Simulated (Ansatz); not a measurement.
# Band gap of MoS2 (P6_3/mmc) from density functionals to GW, part 2 of 2

Wanted: a ladder of band gaps for MoS2 (P6_3/mmc), from density functionals to G0W0.

Ansatz 0.2.0; density functionals, hybrids and G0W0, plane waves, PAW. Known limits of the many-body steps: finite bands, screening cutoff and k mesh; no spin-orbit coupling in G0W0.

So far. Step 9 (G0W0@PBE, 6×6×2 mesh, 848 empty bands, screening to 230 …): Over 12 of 14 irreducible mesh points the G0W0 gap is 1.264 eV, from k = Γ to k = (0.167, 0.167, 0.000). The PBE gap of this run on the mesh is 0.886 eV. The two states that bound the G0W0 gap lie that far apart at the start, so the correction of the gap is 1.264 − 0.886 = +0.378 eV.

The database entry behind the starting cell differs from later determinations by our own check (about 0.3 % long), so it need not match the best structure at ambient conditions.

In doubt: masses and optical values from hybrid runs of this build are listed as unsure (step 10), which bears on the screening that GW takes from such a start.

## (11) G0W0@r2SCAN, 6×6×2 mesh, 848 empty bands, screening to 230 eV

This step: G0W0 on r2SCAN, plane waves, PAW.

input.yaml

```yaml
crystal:
  lattice:
    - [3.169, 0.0, 0.0]
    - [-1.5845, 2.7444345046, 0.0]
    - [0.0, 0.0, 12.324]
  atoms:
    - { symbol: Mo, position: [0.3333333333, 0.6666666667, 0.25] }
    - { symbol: Mo, position: [0.6666666667, 0.3333333333, 0.75] }
    - { symbol: S, position: [0.3333333333, 0.6666666667, 0.623] }
    - { symbol: S, position: [0.6666666667, 0.3333333333, 0.123] }
    - { symbol: S, position: [0.3333333333, 0.6666666667, 0.877] }
    - { symbol: S, position: [0.6666666667, 0.3333333333, 0.377] }
kpoints:
  mp_grid: { grid: [6, 6, 2] }
hamiltonian:
  xc: r2scan
scf:
  occupations: { method: fixed }
gw:
  n_empty_bands: 848
  ecut_chi: 230.0
  qp_bands: [v2, c2]
  qp_kpoints: band_edges
  screening: { model: contour_deformation }
```

On the command line:

```sh
$ ansatz run input.yaml --threads 3 --pin off --max-ram 64512MiB --backend cuda --events-out ev --progress --plain --runs-dir out --devices 1 --max-vram 24GiB  # rebuilt from the run's record
```

Elapsed: 53 s, on 1 × NVIDIA H100 80GB HBM3 (shared by 3 runs) with 3 threads of AMD EPYC 7R13 (Zen 3), shared host; peak memory 3.6 GiB; 98 s of CPU time.

This step gave:

| Item | Value |
| --- | --- |
| bands summed | 874 |
| RPA ε∞ on this mesh (eigenvalues) | 5.768, 13.86, 13.86 |
| plane waves in the screening matrix | 835 |
| G0W0 gap over the corrected points | 1.334 eV |
| k of the valence top | 0, 0, 0 |
| k of the conduction bottom | 0.1667, 0.1667, 0 |
| starting gap on the mesh | 0.9903 eV |
| Z at the valence top | 0.7416 |
| Z at the conduction bottom | 0.7520 |
| least direct G0W0 gap over the corrected points | 2.128 eV |

Over 12 of 14 irreducible mesh points the G0W0 gap is 1.334 eV, from k = Γ to k = (0.167, 0.167, 0.000). The r2SCAN gap of this run on the mesh is 0.990 eV. The two states that bound the G0W0 gap lie that far apart at the start, so the correction of the gap is 1.334 − 0.990 = +0.344 eV. G0W0@r2SCAN against G0W0@HSE06 with 874 bands: 1.334 − 1.480 = −0.146 eV. The runs also differ in plane-wave cutoff (420 eV and 500 eV), so how much of this comes from the start alone is not known.

## (12) All levels together

Each gap is the least one over the points named; times are wall times on shared hosts, not benchmarks. A G0W0 time includes the run's own self-consistent start. Runs with listed points see these and the mesh alone, so an edge that moves elsewhere is missed. Rows marked * are further runs, not shown as steps, whose inputs differ from the G0W0 step on the same start in the columns given; solver thresholds can differ too.

```tsv
level	mesh	files, cutoff	bands summed, screening	points	gap (eV)	valence top	conduction bottom	least direct gap (eV)	time
LDA	12×12×2	soft_2 PAW, 420 eV	-	mesh and listed points	0.811	Γ	(0.167, 0.167, 0.000)	1.649	6 s
PBE	12×12×2	soft_2 PAW, 420 eV	-	mesh and path	0.884	Γ	(0.167, 0.167, 0.000)	1.654	4.1 s
PBE+SOC	12×12×2	soft_2 PAW, 420 eV	-	mesh and listed points	0.879	Γ	(0.167, 0.167, 0.000)	1.621	6.5 s
r2SCAN	12×12×2	soft_2 PAW, 500 eV	-	mesh and listed points	0.989	Γ	(0.167, 0.167, 0.000)	1.763	8.1 s
HSE06	6×6×2	soft_2 PAW, 420 eV	-	mesh and listed points	1.444	Γ	(0.167, 0.167, 0.000)	2.116	31 s
PBE0	6×6×2	soft_2 PAW, 420 eV	-	mesh and listed points	2.111	Γ	(0.167, 0.167, 0.000)	2.777	19 s
DDH-PBE0	6×6×2	soft_2 PAW, 420 eV	-	mesh and listed points	1.268	Γ	(0.167, 0.167, 0.000)	2.018	28 s
G0W0@PBE*	6×6×2	soft_2 PAW, 420 eV	165, 69 eV	12 of 14 irreducible mesh points	1.166	Γ	(0.167, 0.167, 0.000)	2.084	21 s
G0W0@PBE*	6×6×2	soft_2 PAW, 420 eV	420, 138 eV	12 of 14 irreducible mesh points	1.235	Γ	(0.167, 0.167, 0.000)	2.086	16 s
G0W0@PBE	6×6×2	soft_2 PAW, 420 eV	874, 230 eV	12 of 14 irreducible mesh points	1.264	Γ	(0.167, 0.167, 0.000)	2.081	39 s
G0W0@HSE06	6×6×2	soft_2 PAW, 420 eV	874, 230 eV	12 of 14 irreducible mesh points	1.480	Γ	(0.167, 0.167, 0.000)	2.233	2.2 min
G0W0@r2SCAN	6×6×2	soft_2 PAW, 500 eV	874, 230 eV	12 of 14 irreducible mesh points	1.334	Γ	(0.167, 0.167, 0.000)	2.128	53 s
```

## (13) Outcome

```json
{
  "LDA, over mesh and listed points": "0.811 eV",
  "PBE, over mesh and path": "0.884 eV",
  "PBE+SOC, over mesh and listed points": "0.879 eV",
  "r2SCAN, over mesh and listed points": "0.989 eV",
  "HSE06, over mesh and listed points": "1.444 eV",
  "PBE0, over mesh and listed points": "2.111 eV",
  "DDH-PBE0, over mesh and listed points": "1.268 eV",
  "G0W0@PBE (874 bands, 6×6×2), over 12 of 14 irreducible mesh points": "1.264 eV",
  "G0W0@HSE06, over 12 of 14 irreducible mesh points": "1.480 eV",
  "G0W0@r2SCAN, over 12 of 14 irreducible mesh points": "1.334 eV",
  "known limits": "finite bands, screening cutoff and k mesh; no spin-orbit coupling in G0W0"
}
```

What this shows: The rows run from 0.811 eV (LDA) to 2.111 eV (PBE0). They differ in mesh, plane-wave cutoff, bands and screening cutoff of G0W0 and the points over which the gap was sought as well as in level, so only pairs that share these are like for like. PBE against LDA: 0.884 − 0.811 = +0.073 eV, with the same mesh, files and cutoff, and both edges at the same k points. PBE+SOC against PBE: 0.879 − 0.884 = −0.005 eV, with the same mesh, set of files (read in its fully relativistic form for the spin-orbit run) and cutoff, and both edges at the same k points. The spin-orbit run sees mesh and listed points alone, so its gap is an upper bound: the coupling can move an edge off these points, and the change over the zone, its sign included where it is small, is not known. PBE0 against HSE06: 2.111 − 1.444 = +0.667 eV, with the same mesh, files and cutoff, and both edges at the same k points. DDH-PBE0 against PBE0: 1.268 − 2.111 = −0.843 eV, with the same mesh, files and cutoff, and both edges at the same k points. G0W0@HSE06 against G0W0@PBE with 874 bands: 1.480 − 1.264 = +0.216 eV, with the same mesh, files and cutoffs, and both edges at the same k points. The dielectric-dependent hybrid took 0.081 of exact exchange, against 0.25 in PBE0. G0W0@PBE (874 bands, 6×6×2) moves the gap of its own start on the mesh by 1.264 − 0.886 = +0.378 eV, between the same two levels. Both edges that PBE shows over mesh and path lie at k points where levels were corrected. Levels at other points were not corrected, so a lower G0W0 gap elsewhere in the zone is not ruled out. G0W0@HSE06 moves the gap of its own start on the mesh by 1.480 − 1.444 = +0.036 eV, between the same two levels. Both edges that HSE06 shows over mesh and listed points lie at k points where levels were corrected. Levels at other points were not corrected, so a lower G0W0 gap elsewhere in the zone is not ruled out. G0W0@r2SCAN moves the gap of its own start on the mesh by 1.334 − 0.990 = +0.344 eV, between the same two levels. Both edges that r2SCAN shows over mesh and listed points lie at k points where levels were corrected. Levels at other points were not corrected, so a lower G0W0 gap elsewhere in the zone is not ruled out. What spin-orbit coupling does to the G0W0 levels was not computed, so no sum with the G0W0 gap is formed. For G0W0@PBE: from 165 bands and 69 eV to 874 bands and 230 eV the gap moves by 1.264 − 1.166 = +0.098 eV (rung by rung 1.166, 1.235, 1.264 eV); bands and screening cutoff rise together, so their parts are not told apart. A line in one over the bands through the two highest rungs gives 1.264 + (1.264 − 1.235) × 420 / (874 − 420) = 1.291 eV, and through the pair below 1.235 + (1.235 − 1.166) × 165 / (420 − 165) = 1.280 eV. The two agree within 0.03 eV and the same two states bound the gap in each rung, so 1.291 eV is taken as an estimate of the limit on this mesh. The other G0W0 rows are shown at one basis each (874 bands), so their distance from the limit is not known here. The G0W0 runs are scalar-relativistic. No pair of G0W0 runs that differ in the mesh alone is shown (6×6×2 is a supercell whose nearest images lie 19 Å apart), so the error from the mesh is not known here. G0W0@PBE runs of this series with other atomic data on the same mesh, not shown as steps, give 1.275 eV (hard PAW, 510 eV, 1284 bands, screening to 299 eV); where bands and cutoffs differ too, the part of the files is not isolated.

[Paths, hosts, dates, memory and timing lines, banners, echoed tables and standing remarks are left out of the program output.]

[Logs are printed without paths, hosts, clocks, repeated set-up lines and the standing remarks that a program may print on its own settings, such as how far it seeks lower states.]

[Runs of the session that timed out or met a known fault of the program may be left out.]

[Cells called generated may have been cut or substituted from an entry of the Crystallography Open Database or the Materials Project.]

[Hosts, paths, dates, database ids (printed as entryN), source tags and the programs' standing remarks are cut or masked in the printed files.]

[Where an RPA ε∞ is given, it is that of the G0W0 mesh and is not shown converged in it. Names of k-points follow the symmetry that the program found, which can be lower than the space group named. Band edges on a path are those of the sampled points; other points can move an edge, and change direct to indirect where valleys lie close.]

[Hybrid gaps are those of their k-mesh and are not shown converged in it.]
